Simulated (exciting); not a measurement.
Consider ZnGeO3, space group R-3.

```xyz
10
Lattice="2.5227 1.4565 4.6942 -2.5227 1.4565 4.6942 0.0000 -2.9129 4.6942" Properties=species:S:1:pos:R:3 pbc="T T T"
Ge    0.0000    0.0000   11.8808
Ge    0.0000    0.0000    2.2018
Zn    0.0000    0.0000    8.8950
Zn    0.0000    0.0000    5.1876
O    -1.8654    0.0669    8.1151
O     0.8747   -1.6489    8.1151
O     0.9906    1.5820    8.1151
O    -0.8747    1.6489    5.9675
O     1.8654   -0.0669    5.9675
O    -0.9906   -1.5820    5.9675
```

Absorber: atom 3, with 3 O at 2.02 Å and 3 O at 2.34 Å (6-fold, site symmetry 3). Method: exciting, all-electron LAPW+lo, LDA, exchange and screened direct term (singlet BSE), 3×3×3 shifted k points, 36 conduction bands, |G+q| up to 3 bohr⁻¹, full RPA screening with nempty = 66, Lorentzian half width 0.83 eV.

Q: Predict the Zn K near-edge structure at this level.

Bound core exciton? No bright one: the first bright state (over 5 % of the brightest) lies at 2.34 eV from the Kohn–Sham onset and at 1.70 eV from the lowest bare transition of its own mesh; weaker or dark states reach down to -0.03 eV. Maxima (height): 5.1 eV (1.00), 6.8 eV (0.94), 12.3 eV (0.50) and 17.8 eV (0.34).

Energy from the Kohn–Sham onset, core level to the lowest empty state found on the meshes used; Im ε in relative units:

```csv
E (eV),Im ε
-3.5,0.02
-3.0,0.03
-2.5,0.03
-2.0,0.04
-1.5,0.04
-1.0,0.05
-0.5,0.06
0.0,0.08
0.5,0.10
1.0,0.13
1.5,0.18
2.0,0.24
2.5,0.31
3.0,0.35
3.5,0.43
4.0,0.58
4.5,0.81
5.0,0.99
5.5,0.96
6.0,0.91
6.5,0.93
7.0,0.93
7.5,0.88
8.0,0.80
8.5,0.71
9.0,0.63
9.5,0.53
10.0,0.45
10.5,0.40
11.0,0.39
11.5,0.43
12.0,0.48
12.5,0.50
13.0,0.48
13.5,0.46
14.0,0.43
14.5,0.40
15.0,0.39
15.5,0.38
16.0,0.36
16.5,0.33
17.0,0.32
17.5,0.33
18.0,0.33
18.5,0.32
19.0,0.30
19.5,0.28
20.0,0.25
```

A mesh of 27 points doesn't converge binding energies, and fine structure above the first lines is partly noise of the mesh. Exchange and the short-range direct term aren't converged in the kernel cutoff. The zero comes from the unshifted 3×3×3 ground-state mesh; it is exact only where the band minimum lies on that mesh. The structure is a Materials Project entry, computed there, and may be a hypothetical form.

[Banner, clock and machine lines of the logs are left out without a mark of their own.]

[Logs are printed without paths, hosts, clocks, repeated set-up lines and the standing remarks that a program may print on its own settings, such as how far it seeks lower states.]

[Hosts, paths, dates, database ids (printed as entryN), source tags and the programs' standing remarks are cut or masked in the printed files.]
